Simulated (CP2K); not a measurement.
Two runs for the Si L₂,₃ edge of silanol. Run A: CP2K XAS_TDP, all-electron GAPW, PBEh(45%), aug-pc-2, TDA, ZORA, spin–orbit coupling. Run B differs in one setting.

First lines with a strength over 0.0003. A:

```tsv
atom	energy (eV)	states	strength, one atom
Si1 (bonded to O and 3 H)	100.40	3	0.0004
	100.56	2	0.0044
	100.69	1	0.0027
	101.11	2	0.0045
	101.26	1	0.0047
```

B:

```tsv
atom	energy (eV)	states	strength, one atom
Si1 (bonded to O and 3 H)	103.56	1	0.0004
	103.77	2	0.0037
	103.89	1	0.0030
	104.30	1	0.0013
	104.34	1	0.0033
```

Which was it: the basis, GW2X switched on, the functional?

GW2X switched on. GW2X shifts the lines nearly together; each 2p level gets its own shift. The lowest line over the strength cut lies at 103.56 eV, against 100.40 eV (PBEh(45%), aug-pc-2).

[Banner, clock and machine lines of the logs are left out without a mark of their own.]

[Logs are printed without paths, hosts, clocks, repeated set-up lines and the standing remarks that a program may print on its own settings, such as how far it seeks lower states.]

[Hosts, paths, dates, database ids (printed as entryN), source tags and the programs' standing remarks are cut or masked in the printed files.]
